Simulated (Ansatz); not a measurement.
**Work function of Na(110): what the settings cost and change**

How far do functional and pseudopotentials move the work function of Na(110), and at what cost?

Main program and level: Ansatz 0.2.0; plane-wave DFT, PBE, Ansatz PAW, in the first sound run; inputs show where later runs differ.

### Step 1. Starting point

The cell holds 7 atoms: 7 Na. Its edges and angles: a = 3.663 Å, b = 3.663 Å, c = 35.946 Å, α = 90.0°, β = 90.0°, γ = 70.5°. Vacuum lies along c.

### Step 2. Run, setting PBE, Ansatz PAW (420 eV)

A work function rests on the faint tail of the density, so the SCF threshold is tight. PBE on the default files comes first; the next runs keep the geometry and change functional or files, each at the cutoff that its files recommend; a relaxation and, for heavy metals, spin-orbit coupling close the ladder.

File input.yaml:

```yaml
crystal:
  lattice:
    - [2.9910616844, -2.115, 0.0]
    - [2.9910616844, 2.115, 0.0]
    - [0.0, 0.0, 35.9463701065]
  atoms:
    - { symbol: Na, position: [0.0, 0.0, 0.2503729855] }
    - { symbol: Na, position: [0.5, 0.5, 0.3335819903] }
    - { symbol: Na, position: [0.0, 0.0, 0.4167909952] }
    - { symbol: Na, position: [0.5, 0.5, 0.5] }
    - { symbol: Na, position: [0.0, 0.0, 0.5832090048] }
    - { symbol: Na, position: [0.5, 0.5, 0.6664180097] }
    - { symbol: Na, position: [0.0, 0.0, 0.7496270145] }
kpoints:
  mp_grid: { grid: [12, 12, 1] }
hamiltonian:
  xc: pbe
scf:
  occupations: { method: fermi_dirac, width: 0.1 }
  convergence: { dr2_threshold: 1.0e-09 }
efield:
  axis: 3
  dipole_correction: true
  ramp_position: 0.97
  ramp_width: 0.06
output:
  write_potential: true
  write_density: true
  volumetric_format: npy
  elf: true
```

The run is started by

```
> ansatz run input.yaml --threads 2 --pin off --max-ram 3072MiB --backend cpu --events-out ev --progress --plain --runs-dir out
```

The log of the run:

```text
Engine: ansatz 0.2.0, aarch64-unknown-linux-gnu
Pseudopotentials: kind: paw
Pseudopotential: Na, paw, valence charge 9, recommended cutoff 420 eV (normal), Na.paw.azcp
Functional definition: PBE
  parameter kappa = 0.804
  parameter beta = 0.066725
  exchange = pbe_x(kappa = kappa, mu = beta*pi^2/3)
  correlation = pbe_c(beta = beta)
Crystal: 7 atoms, lattice volume = 454.800 Å³
Basis set: ecut = 420 eV, 8835 PW (Γ)
Bands: 39, of which v1, the nominal top of the filled ones, is band 32 counted from 1 (31 counted from 0)
Symmetry: 4 space group operations
k-points: 43 of 144
Non-local potential: Na, projectors of the file, l = 0: 3, l = 1: 2, l = 2: 1
PAW form: soft (Blöchl's): semilocal exchange-correlation on the pseudo side does not see the compensation charge
PAW one-centre angular grid: Na, 110 points (default); XC on 64 Gauss nodes
Initial density: superposition of atomic densities (neutral atoms: chi_scale 0, normalization atom), corrected by the library's trained network
Initial wavefunctions: pseudopotential atomic-orbital guess
Functional: x = pbe(κ = 0.804, μ = 0.219515), c = pbe(β = 0.066725)
SCF iter   1: F=—  HF=-10404.710350 eV  |F-HF|=—  |Δ(HF+E_count)|=         —  Δρ=2.09e-3  dr2=1.99e0  ethr=1.77e-3  p=0.000 e·Å  D=1.11e-13 V/Å  ΔV_dip=-0.00 eV  dr2_dipole=1.76e-9  V_vac-E_F(+/−)=3.11/3.11 eV  ⟨swp⟩=12.4  Hψ=8570  notcnv=0
efield: sawtooth ramp at fractional position 0.9700 (set: `efield.ramp_position`, or a place that a band, a saddle search or an elastic batch's reference lends), width 0.0600; the density the first Hamiltonian is built on has a dipole p = 0.000 e·Å; the dipole correction subtracts the counter field D = 1.11e-13 V/Å, which shifts the + side's vacuum level by -0.00 eV against the − side's; the planar-averaged density in the ramp window peaks in size at 2.2e-5 e/Å³
preconditioner: auto → LDOS  [metal: Δε(μ)=0.041 eV  Ē_g=3.083 eV  σ=0.100 eV  W_gap=0.10  n_scr=58 (ndim 8)  ℏωp=4.6 eV  f_vac=0.393  D(μ)=3.49/eV (n_scr^D=12)  β→1.0]
SCF iter   2: F=—  HF=-10404.635072 eV  |F-HF|=—  |Δ(HF+E_count)|=   7.53e-2  Δρ=5.35e-4  dr2=5.01e-3  ethr=1.77e-3  p=-0.000 e·Å  D=-4.87e-7 V/Å  ΔV_dip=0.00 eV  dr2_dipole=8.53e-9  V_vac-E_F(+/−)=2.81/2.81 eV  ⟨swp⟩=1.7  Hψ=2067  notcnv=0
SCF iter   3: F=—  HF=-10404.634834 eV  |F-HF|=—  |Δ(HF+E_count)|=   2.38e-4  Δρ=2.99e-4  dr2=8.64e-4  ethr=7.95e-6  p=-0.000 e·Å  D=-9.73e-8 V/Å  ΔV_dip=0.00 eV  dr2_dipole=2.58e-9  V_vac-E_F(+/−)=2.84/2.84 eV  ⟨swp⟩=2.0  Hψ=2752  notcnv=0
SCF iter   4: F=—  HF=-10404.634719 eV  |F-HF|=—  |Δ(HF+E_count)|=   1.15e-4  Δρ=1.06e-4  dr2=1.27e-4  ethr=1.37e-6  p=-0.000 e·Å  D=-6.38e-9 V/Å  ΔV_dip=0.00 eV  dr2_dipole=9.13e-12  V_vac-E_F(+/−)=2.84/2.84 eV  ⟨swp⟩=2.0  Hψ=2602  notcnv=0
SCF iter   5: F=—  HF=-10404.634702 eV  |F-HF|=—  |Δ(HF+E_count)|=   1.71e-5  Δρ=1.60e-5  dr2=3.30e-6  ethr=2.02e-7  p=0.000 e·Å  D=3.58e-8 V/Å  ΔV_dip=-0.00 eV  dr2_dipole=1.04e-12  V_vac-E_F(+/−)=2.84/2.84 eV  ⟨swp⟩=2.1  Hψ=3074  notcnv=0
SCF iter   6: F=—  HF=-10404.634807 eV  |F-HF|=—  |Δ(HF+E_count)|=   1.05e-4  Δρ=4.31e-6  dr2=1.38e-7  ethr=5.24e-9  p=0.000 e·Å  D=2.19e-8 V/Å  ΔV_dip=-0.00 eV  dr2_dipole=2.56e-12  V_vac-E_F(+/−)=2.84/2.84 eV  ⟨swp⟩=1.9  Hψ=1793  notcnv=0
SCF iter   7: F=—  HF=-10404.634807 eV  |F-HF|=—  |Δ(HF+E_count)|=   4.50e-8  Δρ=9.44e-7  dr2=1.44e-8  ethr=2.18e-10  p=0.000 e·Å  D=7.19e-9 V/Å  ΔV_dip=-0.00 eV  dr2_dipole=2.12e-16  V_vac-E_F(+/−)=2.84/2.84 eV  ⟨swp⟩=2.1  Hψ=2709  notcnv=0
SCF iter   8: F=—  HF=-10404.634807 eV  |F-HF|=—  |Δ(HF+E_count)|=   1.39e-9  Δρ=4.49e-7  dr2=1.12e-9  ethr=2.29e-11  p=0.000 e·Å  D=2.84e-9 V/Å  ΔV_dip=-0.00 eV  dr2_dipole=9.36e-15  V_vac-E_F(+/−)=2.84/2.84 eV  ⟨swp⟩=2.0  Hψ=2877  notcnv=0
SCF iter   9: F=-10404.634807 eV  HF=-10404.634807 eV  |F-HF|=1.16e-10  |Δ(HF+E_count)|=  2.56e-10  Δρ=8.89e-8  dr2=1.08e-10  ethr=1.59e-12  p=0.000 e·Å  D=2.28e-9 V/Å  ΔV_dip=-0.00 eV  dr2_dipole=1.80e-14  V_vac-E_F(+/−)=2.84/2.84 eV  ⟨swp⟩=5.1  Hψ=4298  notcnv=0
SCF 1 converged in 9 iterations: F = -10404.634807 eV  dr2 = 1.08e-10
  greatest PAW one-centre occupation: 0.999 electrons in one spin orbital (limit 2), on the Na atom at site 0 (counted from 0), in its partial waves of l = 0
WARN: The output density's exchange-correlation potential varies sharply where the density is thin. Do not read a vacuum level from v_tot or v_xc, or from such a field of the output density. On a cell that repeats whose density bears no net charge and no dipole along the vacuum's axis use v_es (v_loc + v_h of the components); under efield.dipole_correction with no amplitude use v_es + v_field, which holds any externa [...]
SCF converged after 9 iterations
Free energy (F): -10404.634807 eV
Harris-Foulkes:  -10404.634807 eV  (|F-HF|=1.16e-10)
Internal energy: -10404.512830 eV  (E = F + TS)
E sigma→0 (E₀):  -10404.573818 eV
Entropy (-TS):   -0.121977 eV (-17.425 meV/atom)
Fermi energy:    -0.175416 eV
Dipole field:    D = 0.000000 V/Å  (p = 0.000000 e·Å, saw-weighted, corrected)
Work function:   Φ+ = 2.8361 eV   Φ− = 2.8361 eV
Levels:          The Fermi level and band energies are counted from a zero that moves with the ramp; work functions are not
--- Per-component energies (eV) ---
  E_band       = -1812.115640
  E_kinetic    = 840.503136
  E_local      = -40519.365060  (includes V_loc(G=0)·N_el)
  E_nonlocal   = 805.578773
  E_hartree    = 18842.371771
  E_xc         = -267.761535
  E_vxc        = -344.007332  (∫ρ·V_xc dr)
  E_paw        = -1842.178647  (= ΣΔE_a)
  E_vpaw       = -279.567622  (= ΣTr[D̂ρ^β])
  E_aug_tail   = -0.000216  (compensation charges beyond the density's cutoff)
  E_efield     = 0.000000  (sawtooth field / dipole correction)
  E_vefield    = 0.000000  (∫n·V_field dr)
  E_ewald      = 11736.338950
  E_smearing   = -0.121977  (= −TS)
  E_closure    = 0.000000  (closes the sum)
  Σ components = -10404.634807   (vs F -10404.634807, Δ=0.00e0)
--- Band table (eV; the first three rows and the last of 43) ---
  k-point 0: bands = [... 28 lower, -3.3288, -3.1267, -2.7807, -2.2896, -1.6692, -0.9353, -0.1251, 0.5487, ... 3 higher]
  k-point 1: bands = [... 28 lower, -3.2385, -3.0367, -2.6912, -2.2008, -1.5811, -0.8481, -0.0392, 0.6308, ... 3 higher]
  k-point 2: bands = [... 28 lower, -2.9688, -2.7678, -2.4237, -1.9352, -1.3178, -0.5877, 0.2175, 0.8771, ... 3 higher]
  k-point 42: bands = [... 28 lower, 0.6448, 0.8231, 1.1002, 1.1339, 1.3034, 1.5833, 1.6456, 2.1205, ... 3 higher]
```

Run time: 36 s. Hardware: 2 threads of Arm Neoverse V2, shared host; peak memory 1.1 GiB.

Read from the output:

```
energy at zero smearing   : -10404.5738 eV
work function, upper face : 2.836 eV
```

Running mean over 2.991 Å of the planar mean; the ramp of the sawtooth is left out. The electron's electrostatic potential energy less the Fermi level by z:

```csv
z (Å),electron's electrostatic potential energy less the Fermi level (eV)
4,2.83
5,2.81
6,2.66
7,1.92
8,-0.468
9,-0.975
10,-0.898
11,-0.860
12,-0.860
13,-0.848
14,-0.843
15,-0.845
16,-0.846
17,-0.848
18,-0.850
19,-0.848
20,-0.846
21,-0.845
22,-0.843
23,-0.849
24,-0.861
25,-0.861
26,-0.903
27,-0.973
28,-0.378
29,2.00
30,2.67
31,2.81
32,2.83
```

Valence density in the ca plane at fractional y = 0.000, with atoms of Na within 0.2 Å of it. It is the smooth field of the valence electrons, not physical close to the nuclei.

Ten steps, logarithmic in the rise over the least value, from '0' (0 e/Å³) to '9' (18 e/Å³), each cell a mean:
```
10000000000037983000000000001588610000000000
00000000000013541000000000000244200000000000
00000000000000100000000000000011000000000000
00000000000000000000000000000000000000000000
00000000000000000000000000000000000000000000
00000000000000000000000000000000000000000000
00000000000000000000000000000000000000000000
00000000000001220000000000000122100000000000
10000000000026762000000000001477410000000000
10000000000038984000000000001699610000000000
```
Columns run along c (16.0 Å, from fractional 0.44 to 0.89 of the cell), rows up along a (3.7 Å). Atoms in or near the plane, at fractional coordinates: Na at (0.58, 0.00), Na at (0.75, 0.00).

ELF in the ca plane at fractional y = 0.000, with atoms of Na within 0.2 Å of it. It is the smooth field of the valence electrons, not physical close to the nuclei.

Ten even steps from '0' (0.00) to '9' (0.59), each cell a mean:
```
20488888872059796027998887502987930133210000
01688777884016872038987777610488500243210000
14887667887200110268876677751011002553210000
57987667888632113689876677886322247764210000
89987667899876557899876677899887899864210000
78987667899864335799876677888654578864210000
26887667888410001479876677763100024654210000
02788777885103530158987777730144201343210000
11588878883049994027988777511799810233210000
30488888872078488027998887403965930133210000
```
Columns run along c (16.0 Å, from fractional 0.44 to 0.89 of the cell), rows up along a (3.7 Å). Atoms in or near the plane, at fractional coordinates: Na at (0.58, 0.00), Na at (0.75, 0.00).

Electrostatic potential energy in the ca plane at fractional y = 0.000, with atoms of Na within 0.2 Å of it. With pseudopotentials it is smooth inside the atoms' cores, unlike the true potential.

Ten even steps from '0' (-32 eV) to '9' (3 eV), each cell a mean:
```
79999999999860005899999999997300278999999999
89999999999985357999999999998643689999999999
99999999999998888999999999999888899999999999
99999999999999999999999999999999999999999999
99999999999999999999999999999999999999999999
99999999999999999999999999999999999999999999
99999999999998889999999999999988899999999999
89999999999987678999999999998866789999999999
89999999999872016899999999998410489999999999
78999999999850004899999999997100178999999999
```
Columns run along c (16.0 Å, from fractional 0.44 to 0.89 of the cell; values clipped at the 3rd and 97th percentile), rows up along a (3.7 Å). Atoms in or near the plane, at fractional coordinates: Na at (0.58, 0.00), Na at (0.75, 0.00).

The work function is 2.836 eV.

### Step 3. Slab

This step: plane-wave DFT, LDA, Ansatz PAW (Ansatz 0.2.0).

Edit input.yaml of step 2 so:

```diff
@@ -16,3 +16,3 @@
 hamiltonian:
-  xc: pbe
+  xc: lda
 scf:
@@ -29,2 +29 @@
   volumetric_format: npy
-  elf: true
```

The log of the run:

```text
[...]
Crystal: 7 atoms, lattice volume = 454.800 Å³
Basis set: ecut = 420 eV, 8835 PW (Γ)
Bands: 39, of which v1, the nominal top of the filled ones, is band 32 counted from 1 (31 counted from 0)
Symmetry: 4 space group operations
k-points: 43 of 144
[...]
k-point 1: bands = [... 28 lower, -3.3896, -3.1876, -2.8422, -2.3517, -1.7316, -0.9980, -0.1863, 0.5065, ... 3 higher]
  k-point 2: bands = [... 28 lower, -3.1199, -2.9188, -2.5748, -2.0860, -1.4682, -0.7372, 0.0710, 0.7523, ... 3 higher]
  k-point 42: bands = [... 28 lower, 0.5214, 0.6990, 0.9140, 1.0083, 1.1190, 1.4560, 1.4642, 1.9448, ... 3 higher]
[key lines of the parts left out:]
SCF converged after 9 iterations
Free energy (F): -10265.829619 eV
Fermi energy:    -0.324139 eV
Dipole field:    D = 0.000000 V/Å  (p = 0.000001 e·Å, saw-weighted, corrected)
Work function:   Φ+ = 2.9557 eV   Φ− = 2.9557 eV
```

Wall time 34 s (2 threads); peak memory 1 GiB; 67 s of CPU time.

The work function is 2.956 eV, +0.120 eV from the run “PBE, Ansatz PAW (420 eV)”, at 0.94 times its CPU time.

### Step 4. Slab

This step: plane-wave DFT, PBEsol, Ansatz PAW (Ansatz 0.2.0).

Edit input.yaml of step 3 so:

```diff
@@ -16,3 +16,3 @@
 hamiltonian:
-  xc: lda
+  xc: pbesol
 scf:
```

The log of the run:

```text
[...]
Crystal: 7 atoms, lattice volume = 454.800 Å³
Basis set: ecut = 420 eV, 8835 PW (Γ)
Bands: 39, of which v1, the nominal top of the filled ones, is band 32 counted from 1 (31 counted from 0)
Symmetry: 4 space group operations
k-points: 43 of 144
[...]
k-point 1: bands = [... 28 lower, -3.2543, -3.0529, -2.7076, -2.2167, -1.5966, -0.8655, -0.0633, 0.5976, ... 3 higher]
  k-point 2: bands = [... 28 lower, -2.9847, -2.7843, -2.4405, -1.9514, -1.3337, -0.6054, 0.1930, 0.8440, ... 3 higher]
  k-point 42: bands = [... 28 lower, 0.6168, 0.7946, 1.0901, 1.1051, 1.2924, 1.5550, 1.6337, 2.1080, ... 3 higher]
[key lines of the parts left out:]
SCF converged after 8 iterations
Free energy (F): -10330.765386 eV
Fermi energy:    -0.194791 eV
Dipole field:    D = 0.000000 V/Å  (p = 0.000000 e·Å, saw-weighted, corrected)
Work function:   Φ+ = 2.8577 eV   Φ− = 2.8577 eV
```

It took 32 s on 2 threads; peak memory 1.1 GiB; 64 s of CPU time.

The work function is 2.858 eV, +0.022 eV from the run “PBE, Ansatz PAW (420 eV)”, at 0.90 times its CPU time.

### Step 5. Slab

This step: plane-wave DFT, RPBE, Ansatz PAW (Ansatz 0.2.0).

Edit input.yaml of step 4 so:

```diff
@@ -16,3 +16,3 @@
 hamiltonian:
-  xc: pbesol
+  xc: rpbe
 scf:
```

The log of the run:

```text
[...]
Crystal: 7 atoms, lattice volume = 454.800 Å³
Basis set: ecut = 420 eV, 8835 PW (Γ)
Bands: 39, of which v1, the nominal top of the filled ones, is band 32 counted from 1 (31 counted from 0)
Symmetry: 4 space group operations
k-points: 43 of 144
[...]
k-point 1: bands = [... 28 lower, -3.1399, -2.9386, -2.5934, -2.1036, -1.4849, -0.7530, 0.0526, 0.7032, ... 3 higher]
  k-point 2: bands = [... 28 lower, -2.8704, -2.6700, -2.3262, -1.8384, -1.2220, -0.4931, 0.3087, 0.9499, ... 3 higher]
  k-point 42: bands = [... 28 lower, 0.7180, 0.8967, 1.2084, 1.2212, 1.4226, 1.6586, 1.7619, 2.2317, ... 3 higher]
[key lines of the parts left out:]
SCF converged after 9 iterations
Free energy (F): -10423.490311 eV
Fermi energy:    -0.082248 eV
Dipole field:    D = -0.000000 V/Å  (p = -0.000000 e·Å, saw-weighted, corrected)
Work function:   Φ+ = 2.7654 eV   Φ− = 2.7654 eV
```

It took 35 s on 2 threads; peak memory 1.1 GiB; 70 s of CPU time.

The work function is 2.765 eV, -0.071 eV from the run “PBE, Ansatz PAW (420 eV)”, at 0.99 times its CPU time.

### Step 6. Run

This step: plane-wave DFT, r2SCAN, Ansatz PAW (Ansatz 0.2.0).

Edit input.yaml of step 5 so:

```diff
@@ -16,3 +16,3 @@
 hamiltonian:
-  xc: rpbe
+  xc: r2scan
 scf:
```

The log of the run:

```text
[...]
Crystal: 7 atoms, lattice volume = 454.800 Å³
Basis set: ecut = 500 eV, 11563 PW (Γ), exchange–correlation on 108×108×1080 points (64 copies of the dense FFT grid, shifted against one another)
Bands: 39, of which v1, the nominal top of the filled ones, is band 32 counted from 1 (31 counted from 0)
Symmetry: 4 space group operations
k-points: 43 of 144
[...]
k-point 1: bands = [... 28 lower, -3.4326, -3.2187, -2.8493, -2.3222, -1.6560, -0.8740, -0.0300, 0.6184, ... 3 higher]
  k-point 2: bands = [... 28 lower, -3.1436, -2.9307, -2.5628, -2.0378, -1.3740, -0.5949, 0.2460, 0.8878, ... 3 higher]
  k-point 42: bands = [... 28 lower, 0.6368, 0.8276, 1.1648, 1.3411, 1.5522, 1.6566, 1.9086, 2.2931, ... 3 higher]
[key lines of the parts left out:]
SCF converged after 10 iterations
Free energy (F): -10419.983506 eV
Fermi energy:    -0.159965 eV
Dipole field:    D = 0.000000 V/Å  (p = 0.000000 e·Å, saw-weighted, corrected)
Work function:   Φ+ = 2.8426 eV   Φ− = 2.8426 eV
```

It took 97 s on 2 threads; peak memory 1.8 GiB.

The work function is 2.843 eV, +0.007 eV from the run “PBE, Ansatz PAW (420 eV)”, at 2.7 times its CPU time.

### Step 7. Slab

This step: plane-wave DFT, PBE, JTH PAW (Ansatz 0.2.0).

Edit input.yaml of step 6 so:

```diff
@@ -16,3 +16,4 @@
 hamiltonian:
-  xc: r2scan
+  xc: pbe
+  pseudopotentials: { kind: paw, source: jth }
 scf:
```

The log of the run:

```text
[...]
k-point 1: bands = [... 28 lower, -3.2271, -3.0252, -2.6793, -2.1884, -1.5681, -0.8341, -0.0240, 0.6441, ... 3 higher]
  k-point 2: bands = [... 28 lower, -2.9573, -2.7562, -2.4117, -1.9226, -1.3045, -0.5733, 0.2332, 0.8918, ... 3 higher]
  k-point 42: bands = [... 28 lower, 0.6577, 0.8373, 1.1255, 1.1502, 1.3286, 1.6025, 1.6708, 2.1459, ... 3 higher]
[key lines of the parts left out:]
SCF converged after 9 iterations
Free energy (F): -10404.744443 eV
Fermi energy:    -0.160374 eV
Dipole field:    D = 0.000000 V/Å  (p = 0.000000 e·Å, saw-weighted, corrected)
Work function:   Φ+ = 2.8367 eV   Φ− = 2.8367 eV
```

It took 4.1 min on 2 threads; peak memory 2.9 GiB; 7.8 min of CPU time.

The work function is 2.837 eV, +0.001 eV from the run “PBE, Ansatz PAW (420 eV)”, at 6.6 times its CPU time.

### Step 8. Slab

This step: plane-wave DFT, PBE, norm-conserving (Ansatz 0.2.0).

Edit input.yaml of step 7 so:

```diff
@@ -17,3 +17,3 @@
   xc: pbe
-  pseudopotentials: { kind: paw, source: jth }
+  pseudopotentials: { kind: nc }
 scf:
```

The log of the run:

```text
[...]
Crystal: 7 atoms, lattice volume = 454.800 Å³
Basis set: ecut = 1197.300995 eV, 42749 PW (Γ)
Bands: 39, of which v1, the nominal top of the filled ones, is band 32 counted from 1 (31 counted from 0)
Symmetry: 4 space group operations
k-points: 43 of 144
[...]
k-point 1: bands = [... 28 lower, -3.2730, -3.0712, -2.7256, -2.2350, -1.6151, -0.8820, -0.0731, 0.5971, ... 3 higher]
  k-point 2: bands = [... 28 lower, -3.0032, -2.8023, -2.4581, -1.9694, -1.3518, -0.6215, 0.1836, 0.8434, ... 3 higher]
  k-point 42: bands = [... 28 lower, 0.6117, 0.7900, 1.0658, 1.1008, 1.2690, 1.5502, 1.6114, 2.0867, ... 3 higher]
[key lines of the parts left out:]
SCF converged after 9 iterations
Free energy (F): -8707.330011 eV
Fermi energy:    -0.209223 eV
Dipole field:    D = -0.000000 V/Å  (p = -0.000000 e·Å, saw-weighted, corrected)
Work function:   Φ+ = 2.8354 eV   Φ− = 2.8354 eV
```

Run time: 2.4 min. Hardware: 2 threads; peak memory 2.6 GiB.

The work function is 2.835 eV, -0.001 eV from the run “PBE, Ansatz PAW (420 eV)”, at 4.1 times its CPU time.

### Step 9. Slab

This step: plane-wave DFT, LDA, norm-conserving (Ansatz 0.2.0).

Edit input.yaml of step 8 so:

```diff
@@ -16,3 +16,3 @@
 hamiltonian:
-  xc: pbe
+  xc: lda
   pseudopotentials: { kind: nc }
```

The log of the run:

```text
[...]
Crystal: 7 atoms, lattice volume = 454.800 Å³
Basis set: ecut = 1197.300995 eV, 42749 PW (Γ)
Bands: 39, of which v1, the nominal top of the filled ones, is band 32 counted from 1 (31 counted from 0)
Symmetry: 4 space group operations
k-points: 43 of 144
[...]
k-point 1: bands = [... 28 lower, -3.4237, -3.2218, -2.8763, -2.3856, -1.7653, -1.0313, -0.2195, 0.4721, ... 3 higher]
  k-point 2: bands = [... 28 lower, -3.1540, -2.9529, -2.6089, -2.1200, -1.5018, -0.7705, 0.0379, 0.7182, ... 3 higher]
  k-point 42: bands = [... 28 lower, 0.4867, 0.6645, 0.8832, 0.9741, 1.0880, 1.4224, 1.4331, 1.9135, ... 3 higher]
[key lines of the parts left out:]
SCF converged after 9 iterations
Free energy (F): -8688.186393 eV
Fermi energy:    -0.357658 eV
Dipole field:    D = -0.000000 V/Å  (p = -0.000000 e·Å, saw-weighted, corrected)
Work function:   Φ+ = 2.9552 eV   Φ− = 2.9552 eV
```

The job ended after 2.4 min (2 threads; peak memory 2.5 GiB; 4.7 min of CPU time).

The work function is 2.955 eV, +0.119 eV from the run “PBE, Ansatz PAW (420 eV)”, at 4.0 times its CPU time.

[end of part 1 of 2]

[Long decimals in the printed logs are rounded to 6 places.]

[Logs are printed without paths, hosts, clocks, repeated set-up lines and the standing remarks that a program may print on its own settings, such as how far it seeks lower states.]

[Hosts, paths, dates, database ids (printed as entryN), source tags and the programs' standing remarks are cut or masked in the printed files.]

[Maps of the electrostatic potential energy from Ansatz leave out the sawtooth potential of an applied field or a dipole correction, so their vacuum need not be flat; planar profiles and work functions include it.]
